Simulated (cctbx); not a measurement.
# A crystallographic session in cctbx: NaBr6N

Library: cctbx 2025.11. The data are simulated by the first script.

## 1. Simulate the data

run.py:

```python
from cctbx import adptbx, crystal, miller, sgtbx, xray
from cctbx.array_family import flex
from iotbx.shelx import hklf
from scitbx import matrix
import scitbx.random

cs = crystal.symmetry(unit_cell=(9.12, 9.12, 9.14, 90, 90, 120), space_group_symbol='Hall: -R 3 2"')  # R-3m
atoms = [  # label, site, U (iso, or U11 U22 U33 U12 U13 U23 in A^2), occupancy
    ("Br1", (0.2236, 0.7764, 0.5151), (0.0082, 0.0082, 0.0098, 0.0033, 0.0002, -0.0002), 1),
    ("Na1", (0, 0, 0.5), (0.0130, 0.0130, 0.0125, 0.0065, -0.0000, 0.0000), 1),
    ("N1", (0, 0, 0), (0.0174, 0.0174, 0.0166, 0.0087, -0.0000, 0.0000), 1),
]
xs = xray.structure(crystal_symmetry=cs)
for label, site, u, occ in atoms:
    u = adptbx.u_cif_as_u_star(cs.unit_cell(), u) if isinstance(u, tuple) else u
    xs.add_scatterer(xray.scatterer(label, site=site, u=u, occupancy=occ))
xs.set_inelastic_form_factors(0.7749, "sasaki")
xs.show_summary()
p1 = xs.expand_to_p1()
ms = miller.build_set(p1, anomalous_flag=True, d_min=0.7)
flex.set_random_seed(513451)
scitbx.random.set_random_seed(513451)
ms = ms.select(flex.random_double(ms.size()) < 0.5)
i = ms.structure_factors_from_scatterers(p1, algorithm="direct").f_calc().as_intensity_array().data()
i = i * 5000 / flex.max(i)
sig = flex.sqrt(i + flex.pow2(0.06 * i) + 4 ** 2)
noise = scitbx.random.variate(scitbx.random.normal_distribution())(i.size())
data = ms.array(data=i + sig * noise, sigmas=sig).set_observation_type_xray_intensity()
with open("data.hkl", "w") as f:
    data.export_as_shelx_hklf(f)
print("reflections written:", data.size(), " <I/sigma> = %.1f" % flex.mean(data.data() / data.sigmas()))
for h, a, b in list(data.sort("data"))[:12]:
    print("%4d%4d%4d %9.1f %7.1f" % (h + (a, b)))
```

```console
$ python run.py
```

```text
Number of scatterers: 3
At special positions: 3
Unit cell: (9.12, 9.12, 9.14, 90, 90, 120)
Space group: R -3 m :H (No. 166)
reflections written: 3939  <I/sigma> = 2.4
   0   0  -3    4854.2   308.2
   6  -3   0    3259.3   199.3
   3   3  -3    2455.3   149.0
   6  -3   3    2447.8   149.0
  -3   6   3    2395.8   149.0
  -3  -3  -3    2328.3   149.0
   6  -3  -3    2301.2   149.0
   2   1   1    1949.9   112.9
   0  -3  -3    1905.3   116.7
  -2   3   1    1878.4   112.9
   3   0  -3    1859.3   116.7
  -3   0   3    1809.0   116.7
```

Run time: 0.42 s on 1 thread of Arm Neoverse N1, with other jobs on the host, peak memory 0.07 GiB.

## 2. Symmetry

run.py:

```python
from cctbx import crystal, sgtbx, statistics
from cctbx.array_family import flex
from iotbx.shelx import hklf

p1 = crystal.symmetry(unit_cell=(9.12, 9.12, 9.14, 90, 90, 120), space_group_symbol="P 1")
raw = hklf.reader(file_name="data.hkl").as_miller_arrays(crystal_symmetry=p1, anomalous=True)[0]
print(raw.size(), "reflections to d = %.3f A" % raw.d_min())
isig = raw.data() / raw.sigmas()
print("centring   violations  <I/sigma> of those")
best = "P"
for c in "ABCIRF":
    a = raw.customized_copy(space_group_info=sgtbx.space_group_info("Hall: %s 1" % c)).sys_absent_flags().data()
    m = flex.mean(isig.select(a))
    print("%5s %10d of %5d %8.1f" % (c, (isig.select(a) > 4).count(True), a.count(True), m))
    if (isig.select(a) > 4).count(True) < 0.01 * a.count(True):
        best = c
raw = raw.select(~raw.customized_copy(space_group_info=sgtbx.space_group_info("Hall: %s 1" % best)).sys_absent_flags().data())
isig = raw.data() / raw.sigmas()
rows = []
for s in sgtbx.space_group_symbol_iterator():
    g = sgtbx.space_group(s)
    if g.conventional_centring_type_symbol() != best or not g.is_compatible_unit_cell(p1.unit_cell(), 1e-3, 0.02):
        continue
    rows.append((s, g))
print("Laue class    unique    Rint  (classes that these axes allow; Friedel mates merged)")
rint = {}
for s, g in rows:
    laue = g.build_derived_patterson_group()
    key = laue.type().hall_symbol()
    if key not in rint:
        m = raw.customized_copy(space_group_info=laue.info(), anomalous_flag=False).merge_equivalents()
        rint[key] = m.r_int()
        print("%-14s %6d %7.3f" % (laue.type().lookup_symbol(), m.array().size(), m.r_int()))
floor = min(rint.values())
good = [(s, g) for s, g in rows if rint[g.build_derived_patterson_group().type().hall_symbol()] < 2 * floor + 0.03]
top = max(g.build_derived_patterson_group().order_z() for s, g in good)
print("space group    extra absences  I>4sigma  <I/sigma>")
for s, g in good:
    laue = g.build_derived_patterson_group()
    if laue.order_z() != top:
        continue
    a = raw.customized_copy(space_group_info=g.info()).sys_absent_flags().data()
    a &= ~raw.customized_copy(space_group_info=laue.info()).sys_absent_flags().data()
    bad = (isig.select(a) > 4).count(True)
    if bad <= 0.03 * a.count(True):
        print("%-16s %8d %10d %9s  %s" % (s.universal_hermann_mauguin(), a.count(True), bad, "%.1f" % flex.mean(isig.select(a)) if a.count(True) else "-", "centric" if g.is_centric() else "acentric"))
laue = max(good, key=lambda t: t[1].build_derived_patterson_group().order_z())[1].build_derived_patterson_group()
f = raw.customized_copy(space_group_info=laue.info(), anomalous_flag=False).merge_equivalents().array().eliminate_sys_absent().f_sq_as_f()
f.set_observation_type_xray_amplitude()
bins = max(3, min(8, f.size() // 12))
f.setup_binner(n_bins=bins)
w = statistics.wilson_plot(f, {e: n / laue.order_z() for e, n in {'Br': 18.0, 'Na': 3.0, 'N': 3.0}.items()}, e_statistics=True)
print("Wilson B = %.2f A^2   <|E^2-1|> = %.3f (0.968 centric, 0.736 acentric)   E^2>4: %.1f %%" % (w.wilson_b, w.mean_e_sq_minus_1, w.percent_e_sq_gt_2))
print("shell (A)         n   <I/sigma>")
m = raw.customized_copy(space_group_info=laue.info(), anomalous_flag=False).merge_equivalents().array().eliminate_sys_absent()
for b in m.setup_binner(n_bins=bins).range_used():
    sel = m.binner().selection(b)
    print("%5.2f - %4.2f %6d %8.1f" % (min(m.binner().bin_d_range(b)[0] if m.binner().bin_d_range(b)[0] > 0 else 99, 99), m.binner().bin_d_range(b)[1], sel.count(True), flex.mean((m.data() / m.sigmas()).select(sel))))
```

```console
$ python run.py
```

```text
3939 reflections to d = 0.700 A
centring   violations  <I/sigma> of those
    A        436 of  1963      2.5
    B        434 of  1991      2.4
    C        412 of  1948      2.4
    I        407 of  1949      2.4
    R          0 of  2641     -0.0
    F        641 of  2951      2.4
Laue class    unique    Rint  (classes that these axes allow; Friedel mates merged)
R -3 :H           438   0.058
R -3 m :H         263   0.062
space group    extra absences  I>4sigma  <I/sigma>
R 3 2 :H                0          0         -  acentric
R 3 m :H                0          0         -  acentric
R -3 m :H               0          0         -  centric
Wilson B = 0.66 A^2   <|E^2-1|> = 0.776 (0.968 centric, 0.736 acentric)   E^2>4: 1.6 %
shell (A)         n   <I/sigma>
 5.98 - 1.40     40     16.9
 1.40 - 1.11     34     15.9
 1.11 - 0.97     33     18.3
 0.97 - 0.88     31     15.2
 0.88 - 0.82     32     12.7
 0.82 - 0.77     30     14.9
 0.77 - 0.73     32     12.8
 0.73 - 0.70     31     13.0
```

Time: 0.42 s.

## 3. Charge flipping

run.py:

```python
import itertools
from cctbx import crystal, maptbx
from cctbx.array_family import flex
from iotbx.shelx import hklf
from smtbx.ab_initio import charge_flipping as cf

cs = crystal.symmetry(unit_cell=(9.12, 9.12, 9.14, 90, 90, 120), space_group_symbol='Hall: -R 3 2"')  # R-3m
raw = hklf.reader(file_name="data.hkl").as_miller_arrays(crystal_symmetry=cs, anomalous=True)[0]
merged = raw.eliminate_sys_absent().merge_equivalents()
fo2 = merged.array().set_observation_type_xray_intensity()
f = fo2.average_bijvoet_mates().f_sq_as_f().resolution_filter(d_min=0.9)
p1 = f.expand_to_p1()
p1.setup_binner_counting_sorted(reflections_per_bin=max(40, p1.size() // 12))
work = p1.array(data=p1.data() / p1.amplitude_quasi_normalisations().data())
flex.set_random_seed(96489)
it = cf.weak_reflection_improved_iterator(delta=None, weak_reflection_fraction=0.1)
it.start(work, phases=flex.random_double(p1.size()) * 6.2832, f_000=0)
it.delta = 0.1 * it.rho_map.sigma()
print("cycle      R  skewness")
for n, st in enumerate(itertools.islice(it, 200)):
    if n % 16 == 0:
        print("%5d %6.3f %8.2f" % (n, st.r1_factor(), st.rho_map.skewness()))
rho = p1.phase_transfer(it.f_calc).fft_map().apply_volume_scaling()
polish = cf.low_density_elimination_iterator(constant_rho_c=rho.sigma())
polish.start(f_obs=p1, phases=it.f_calc, f_000=0)
for _ in range(8):
    next(polish)
print("origin shift          correlation  skewness")
maps = []
for fc, shift, cc in itertools.islice(cf.f_calc_symmetrisations(f, polish.f_calc, 0), 4):
    m = f.phase_transfer(fc).fft_map(symmetry_flags=maptbx.use_space_group_symmetry, resolution_factor=0.25).apply_sigma_scaling()
    maps.append((m.skewness(), cc, m))
    print("%6.3f %6.3f %6.3f %10.3f %9.2f" % (tuple(shift) + (cc, m.skewness())))
skew, cc, m = max((t for t in maps if t[1] > maps[0][1] - 0.04), key=lambda t: t[0])
print("taken: symmetry correlation %.3f, skewness %.2f" % (cc, skew))
peaks = m.peak_search(parameters=maptbx.peak_search_parameters(min_distance_sym_equiv=0.9, max_clusters=8)).all()
sps = cs.special_position_settings(min_distance_sym_equiv=0.5)
print("peak      x       y       z  mult  height/sigma")
for k, (x, h) in enumerate(zip(peaks.sites(), peaks.heights())):
    ss = sps.site_symmetry(x)
    print("Q%-3d %7.4f %7.4f %7.4f %4d %8.1f" % ((k + 1,) + tuple(t % 1 for t in ss.exact_site()) + (ss.multiplicity(), h)))
```

```console
$ python run.py
```

```text
cycle      R  skewness
    0  0.720     0.26
   16  0.017     0.82
   32  0.011     0.82
   48  0.009     0.81
   64  0.009     0.81
   80  0.008     0.81
   96  0.008     0.80
  112  0.007     0.80
  128  0.007     0.80
  144  0.007     0.80
  160  0.007     0.80
  176  0.007     0.80
  192  0.007     0.79
origin shift          correlation  skewness
 0.107  0.693  0.210      0.872      2.61
 0.002  0.478  0.046      0.868      3.59
 0.211  0.230  0.075      0.859      2.31
 0.106  0.665  0.340      0.849      2.18
taken: symmetry correlation 0.868, skewness 3.59
peak      x       y       z  mult  height/sigma
Q1    0.1094  0.2187  0.6500   18     10.9
Q2    0.0000  0.0000  0.0000    3      3.2
Q3    0.0474  0.0947  0.4077   18      2.2
Q4    0.0215  0.5107  0.7603   18      2.2
Q5    0.1074  0.2149  0.9303   18      2.0
Q6    0.0010  0.3814  0.2857   36      2.0
Q7    0.1126  0.2252  0.3196   18      1.9
Q8    0.9791  0.1434  0.2513   36      1.7
```

Time: 0.63 s.

This run holds a fault made on purpose: flipping threshold far too low.

## 4. Charge flipping

run.py, as its changes from the last script of this kind:

```diff
@@ -18 +18 @@
-it.delta = 0.1 * it.rho_map.sigma()
+it.delta = 1.2 * it.rho_map.sigma()
```

```console
$ python run.py
```

```text
cycle      R  skewness
    0  0.607     0.41
   16  0.526     2.81
   32  0.405     2.80
   48  0.422     2.95
   64  0.394     2.76
   80  0.392     2.77
   96  0.407     2.82
  112  0.400     2.71
  128  0.391     2.77
  144  0.400     2.72
  160  0.373     2.72
  176  0.392     2.62
  192  0.392     2.70
origin shift          correlation  skewness
 0.267  0.164  0.244      0.865      2.35
 0.024  0.350  0.203      0.799      1.70
 0.229  0.785  0.255      0.819      1.56
 0.185  0.627  0.429      0.835      2.04
taken: symmetry correlation 0.865, skewness 2.35
peak      x       y       z  mult  height/sigma
Q1    0.0000  0.0000  0.5000    3     14.3
Q2    0.1134  0.2268  0.2029   18      6.6
Q3    0.9962  0.3295  0.1667   18      3.4
Q4    0.0000  0.0000  0.2527    6      2.3
Q5    0.0958  0.1916  0.0843   18      2.3
Q6    0.9977  0.2994  0.3915   36      2.2
Q7    0.0000  0.5000  0.0000    9      2.0
Q8    0.0000  0.0000  0.0000    3      1.7
```

Time: 0.63 s.

## 5. Charge flipping

run.py, as its changes from the last script of this kind:

```diff
@@ -13,3 +13,2 @@
-p1.setup_binner_counting_sorted(reflections_per_bin=max(40, p1.size() // 12))
-work = p1.array(data=p1.data() / p1.amplitude_quasi_normalisations().data())
-flex.set_random_seed(96489)
+work = p1
+flex.set_random_seed(96490)
@@ -20,2 +19,2 @@
-for n, st in enumerate(itertools.islice(it, 200)):
-    if n % 16 == 0:
+for n, st in enumerate(itertools.islice(it, 400)):
+    if n % 33 == 0:
```

```console
$ python run.py
```

```text
cycle      R  skewness
    0  0.608     0.46
   33  0.285     3.42
   66  0.283     3.28
   99  0.265     3.28
  132  0.275     3.27
  165  0.290     3.31
  198  0.305     3.28
  231  0.291     3.32
  264  0.289     3.25
  297  0.286     3.13
  330  0.305     3.17
  363  0.301     3.33
  396  0.293     3.23
origin shift          correlation  skewness
 0.026  0.233  0.181      0.861      1.93
 0.218  0.539  0.175      0.821      1.78
 0.014  0.256  0.285      0.820      1.20
 0.130  0.357  0.008      0.799      1.78
taken: symmetry correlation 0.861, skewness 1.93
peak      x       y       z  mult  height/sigma
Q1    0.1128  0.2257  0.2965   18      7.8
Q2    0.1097  0.2195  0.9871   18      5.4
Q3    0.0000  0.0000  0.4090    6      4.0
Q4    0.0000  0.2698  0.0000   18      2.6
Q5    0.1105  0.2210  0.7578   18      2.4
Q6    0.0433  0.0865  0.8057   18      1.9
Q7    0.0082  0.5041  0.1211   18      1.8
Q8    0.0332  0.2528  0.8748   36      1.7
```

Time: 0.77 s.

## 6. Charge flipping

run.py, as its changes from the last script of this kind:

```diff
@@ -13,2 +13,3 @@
-work = p1
-flex.set_random_seed(96490)
+p1.setup_binner_counting_sorted(reflections_per_bin=max(40, p1.size() // 12))
+work = p1.array(data=p1.data() / p1.amplitude_quasi_normalisations().data())
+flex.set_random_seed(96491)
@@ -19,2 +20,2 @@
-for n, st in enumerate(itertools.islice(it, 400)):
-    if n % 33 == 0:
+for n, st in enumerate(itertools.islice(it, 600)):
+    if n % 50 == 0:
```

```console
$ python run.py
```

```text
cycle      R  skewness
    0  0.604     0.22
   50  0.423     2.71
  100  0.413     2.76
  150  0.406     2.71
  200  0.398     2.62
  250  0.414     2.64
  300  0.412     2.66
  350  0.415     2.70
  400  0.416     2.73
  450  0.418     2.59
  500  0.407     2.64
  550  0.400     2.61
origin shift          correlation  skewness
 0.224  0.168  0.028      0.827      0.66
 0.222  0.078  0.401      0.818      1.33
-0.007  0.305  0.212      0.802      0.78
 0.118  0.203  0.357      0.818      0.58
taken: symmetry correlation 0.818, skewness 1.33
peak      x       y       z  mult  height/sigma
Q1    0.1139  0.2278  0.8125   18      6.6
Q2    0.1120  0.2240  0.4942   18      5.4
Q3    0.0000  0.0000  0.1316    6      5.0
Q4    0.0000  0.0000  0.2968    6      3.7
Q5    0.9927  0.2753  0.4208   36      2.1
Q6    0.0769  0.1538  0.1129   18      2.1
Q7    0.0182  0.5091  0.7749   18      1.9
Q8    0.1142  0.2284  0.9990   18      1.9
```

It took 0.88 s on 1 thread of Arm Neoverse N1, on a shared host, peak memory 0.08 GiB.

[Logs are printed without paths, hosts, clocks, repeated set-up lines and the standing remarks that a program may print on its own settings, such as how far it seeks lower states.]
